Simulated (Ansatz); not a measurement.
# A hypothetical structure for InNi3P, part 2 of 2

This structure for InNi3P is made up. Its elements were placed in a known structure type with a cell scaled to their sizes. What cell does the guess relax to, and how far off was it?

Ansatz 0.2.0; DFT, PBE, plane-wave PAW, files of the set soft_1, scalar-relativistic, ferromagnetic start, cell and ions relaxed at zero pressure; PAW set soft_1 (the session's first sound run).

So far: The starting structure; Relaxation of the guess. The relaxed cell has a = 4.209 Å (conventional setting).

## 3. Electronic structure of the relaxed cell

With the geometry fixed, one more self-consistent run, with a narrower smearing and the mesh shown in its input, gives the bands, and its pressure, and its forces where symmetry allows any, show how far the geometry depends on these settings.

This step: DFT, PBE, plane-wave PAW, files of the set soft_1, scalar-relativistic, no spin, bands and density of states at the relaxed cell; PAW set soft_1 (Ansatz 0.2.0).

File input.yaml:

```yaml
crystal:
  lattice:
    - [4.2092008827, 0.0, 0.0]
    - [0.0, 4.2092008827, 0.0]
    - [0.0, 0.0, 4.2092008827]
  atoms:
    - { symbol: In, position: [0.0, 0.0, 0.0] }
    - { symbol: Ni, position: [0.0, 0.5, 0.5] }
    - { symbol: Ni, position: [0.5, 0.0, 0.5] }
    - { symbol: Ni, position: [0.5, 0.5, 0.0] }
    - { symbol: P, position: [0.5, 0.5, 0.5] }
kpoints:
  mp_grid: { grid: [8, 8, 8] }
  band_path:
    path:
      - [[0.0, 0.0, 0.0], [0.0, 0.5, 0.0], [0.5, 0.5, 0.0], [0.0, 0.0, 0.0], [0.5, 0.5, 0.5], [0.0, 0.5, 0.0]]
      - [[0.5, 0.5, 0.0], [0.5, 0.5, 0.5]]
    npoints: 13
scf:
  occupations: { method: fermi_dirac, width: 0.03 }
  n_extra_bands: 9
hamiltonian:
  xc: pbe
  pseudopotentials: { kind: paw, azcp: { folder: soft_1 } }
output:
  forces: true
  stress: true
  write_bands: true
  dos: { projected: true }
  write_density: true
  write_potential: true
  elf: true
  volumetric_format: npy
```

The run is started by

```sh
$ ansatz run input.yaml --threads 4 --pin off --max-ram 8192MiB --backend cpu --events-out ev --progress --plain --runs-dir out
```

Numbers of over 12 decimals in the logs are rounded to 6 here.

Output:

```text
[...]
Crystal: 5 atoms, lattice volume = 74.576 Å³
Basis set: ecut = 420 eV, 1419 PW (Γ), exchange–correlation on 60×60×60 points (8 copies of the dense FFT grid, shifted against one another)
Bands: 45, of which v1, the nominal top of the filled ones, is band 36 counted from 1 (35 counted from 0)
Symmetry: 48 space group operations
[...]
k-points: 35 of 512
[...]
SCF iter   1: F=—  HF=-23875.858853 eV  |F-HF|=—  |Δ(HF+E_count)|=         —  Δρ=1.45e-1  dr2=1.40e1  ethr=3.10e-3  ⟨swp⟩=7.1  Hψ=6623  notcnv=0
[...]
SCF iter   9: F=-23873.317508 eV  HF=-23873.317508 eV  |F-HF|=6.39e-9  |Δ(HF+E_count)|=   1.19e-7  Δρ=5.31e-6  dr2=1.37e-8  ethr=1.39e-10  ⟨swp⟩=16.6  Hψ=13204  notcnv=0
SCF 1 converged in 9 iterations: F = -23873.317508 eV  dr2 = 1.37e-8
[...]
NSCF: frozen V_eff on 80 k-points
SCF converged after 9 iterations
Free energy (F): -23873.317508 eV
[...]
Internal energy: -23873.308765 eV  (E = F + TS)
E sigma→0 (E₀):  -23873.313137 eV
Entropy (-TS):   -0.008743 eV (-1.749 meV/atom)
Fermi energy:    13.630129 eV
[...]
--- Stress (GPa, compression-positive) ---
        0.051280       0.000000       0.000000
        0.000000       0.051280       0.000000
        0.000000       0.000000       0.051280
  P = ⅓ Tr σ = 0.0513 GPa (0.513 kbar)
--- Band table (eV; the first three rows and the last of 35) ---
  k-point 0: bands = [... 32 lower, 12.4281, 12.4281, 12.4281, 12.8214, 14.3798, 16.2312, 16.2312, 16.6911, ... 5 higher]
  k-point 1: bands = [... 32 lower, 12.4281, 12.4984, 12.4984, 12.7855, 14.4348, 15.8522, 16.2668, 16.7185, ... 5 higher]
  k-point 2: bands = [... 32 lower, 12.4283, 12.6784, 12.7198, 12.7198, 14.5141, 15.3832, 16.3754, 16.6817, ... 5 higher]
  k-point 34: bands = [... 32 lower, 12.4216, 12.5999, 12.5999, 12.5999, 13.7753, 13.7753, 13.7753, 13.8710, ... 5 higher]
```

Wall time 3.9 s (4 threads of Arm Neoverse V2, shared host); peak memory 0.47 GiB.

Numbers from this step:

```yaml
free_energy: -23873.3175 eV
energy_at_zero_smearing: -23873.3131 eV
smearing_term_ts: 0.008743 eV
fermi_energy: 13.63 eV
pressure: 0.05128 GPa
```

bands.tsv at the labelled points (eV, zero at the Fermi level; the bands that come nearest the Fermi level along the path):

```tsv
point	band 33	band 34	band 35	band 36	band 37	band 38	band 39	band 40
Γ	-1.20	-1.20	-1.20	-0.81	0.75	2.60	2.60	3.06
X	-1.22	-1.20	-0.48	-0.48	0.91	1.42	2.70	2.70
M	-1.22	-0.99	-0.79	-0.79	0.55	2.49	3.84	3.84
Γ	-1.20	-1.20	-1.20	-0.81	0.75	2.60	2.60	3.06
R	-1.21	-1.03	-1.03	-1.03	0.15	0.15	0.15	0.24
X	-1.22	-1.20	-0.48	-0.48	0.91	1.42	2.70	2.70
M	-1.22	-0.99	-0.79	-0.79	0.55	2.49	3.84	3.84
R	-1.21	-1.03	-1.03	-1.03	0.15	0.15	0.15	0.24
```

States per cell as run, both spins, in windows of 1 eV, from dos.tsv (zero at the Fermi level):

```csv
from,to,total
-8,-7,1.66
-7,-6,1.41
-6,-5,2.62
-5,-4,2.31
-4,-3,3.17
-3,-2,9.07
-2,-1,11.73
-1,0,4.03
0,1,2.41
1,2,1.49
2,3,2.31
3,4,2.71
4,5,1.15
5,6,2.16
```

A further 36.0 states lie below the table's range.

Valence density in the ac plane at fractional y = 0.500, with atoms of Ni and P within 0.2 Å of it. It is the smooth field of the valence electrons, not physical close to the nuclei.

Ten steps, logarithmic in the rise over the least value, from '0' (0 e/Å³) to '9' (51 e/Å³), each cell a mean:
```
00001578731000
00001255420000
00000112110000
11000111110001
43111111111123
86311111111147
98311100111258
87311110111157
54211111111125
11000111110011
00000111110000
00000233310000
00001478631000
00001589841000
```
Columns run along a (4.2 Å), rows up along c (4.2 Å). Atoms in or near the plane, at fractional coordinates: Ni at (0.00, 0.50), Ni at (0.50, 0.00), P at (0.50, 0.50).

ELF in the ac plane at fractional y = 0.500, with atoms of Ni and P within 0.2 Å of it. It is the smooth field of the valence electrons, not physical close to the nuclei.

Ten even steps from '_' (0.01) to '@' (0.96), each cell a mean:
```
..........--##%%**::........
..::::....::--==--......::..
....::::::::::::::::::::....
......--==++++**++++==::....
::::..--**##****####++::..::
##++::--****::..--##++::--**
@@##::--##==____..****::==%%
%%**::--##++..__::**++::--##
==--..--**##++==**##++::::--
......--++**####****==::....
....::::--------------::....
....::::....::::::....::::..
..........--**##++::....::..
..........==%%@@##::........
```
Columns run along a (4.2 Å), rows up along c (4.2 Å). Atoms in or near the plane, at fractional coordinates: Ni at (0.00, 0.50), Ni at (0.50, 0.00), P at (0.50, 0.50).

Electrostatic potential energy in the ac plane at fractional y = 0.500, with atoms of Ni and P within 0.2 Å of it. With pseudopotentials it is smooth inside the atoms' cores, unlike the true potential.

Values in eV, 14 rows by 14 columns, each cell a mean:
```
 17  17  16  13   0  -8  10  17   3  -9   6  15  16  17
 16  16  16  14   7  -7  -9  -6  -9  -2  11  15  16  16
 14  15  15  15  13   6  -2  -5   0   9  14  15  15  15
  5   8  12  14  12   8   2   0   4  10  13  14  11   6
 -9  -8   3  10   8  -3 -16 -21 -13   2  10   9  -2  -9
 10  -2  -9   4   1 -22 -34 -35 -32 -13   4   0  -9   3
 23   9 -11   0  -5 -29 -36 -35 -35 -21   0  -5  -6  17
 17   3 -10   2  -2 -26 -35 -36 -34 -16   2  -2  -9  10
 -5  -9  -3   8   6 -11 -26 -29 -22  -3   8   6  -7  -8
 -2   2  10  13  11   6  -2  -5   1   8  12  13   7   0
 12  13  15  15  13   8   2   0   4  10  14  15  14  13
 16  16  16  15  10  -3 -10 -11  -9   3  12  15  16  16
 17  17  16  13   2  -9   3   9  -2  -8   8  15  16  17
 17  17  16  12  -2  -5  17  23  10  -9   5  14  16  17
```
Columns run along a (4.2 Å; values clipped at the 3rd and 97th percentile), rows up along c (4.2 Å). Atoms in or near the plane, at fractional coordinates: Ni at (0.00, 0.50), Ni at (0.50, 0.00), P at (0.50, 0.50).

## 4. What came out

* space group, relaxed: Pm-3m
* conventional cell: a = 4.209, b = 4.209, c = 4.209 Å; α = 90.0°, β = 90.0°, γ = 90.0°
* volume per atom: 14.92 Å³ (guess 13.22)
* total moment: 0.00 μB in the cell of 5 atoms

In words: InNi3P relaxes to Pm-3m with a = 4.209, b = 4.209 and c = 4.209 Å. The guessed volume was 11 % too small. The space group Pm-3m was held in the relaxation, so the end point is a stationary structure within it and may be a saddle against distortions or other arrangements. The moments died out from this one start and weren't seeded again at the relaxed cell. Bands cross the Fermi level, so it is a metal or semimetal at this level. Semilocal functionals can close a small real gap, so this isn't settled for compounds with anions. On the 8×8×8 mesh with the narrower smearing (relaxed on 7×7×7) the forces vanish, as symmetry may demand, and the largest stress component is 0.051 GPa, against the relaxation's thresholds of 0.015 eV/Å and 0.05 GPa. The cutoff wasn't tested. No dispersion term is used, so weakly bound directions may come out too long. Nothing here tests whether the compound is stable against decomposition.

[Logs are printed without paths, hosts, clocks, repeated set-up lines and the standing remarks that a program may print on its own settings, such as how far it seeks lower states.]

[Hosts, paths, dates, database ids (printed as entryN), source tags and the programs' standing remarks are cut or masked in the printed files.]
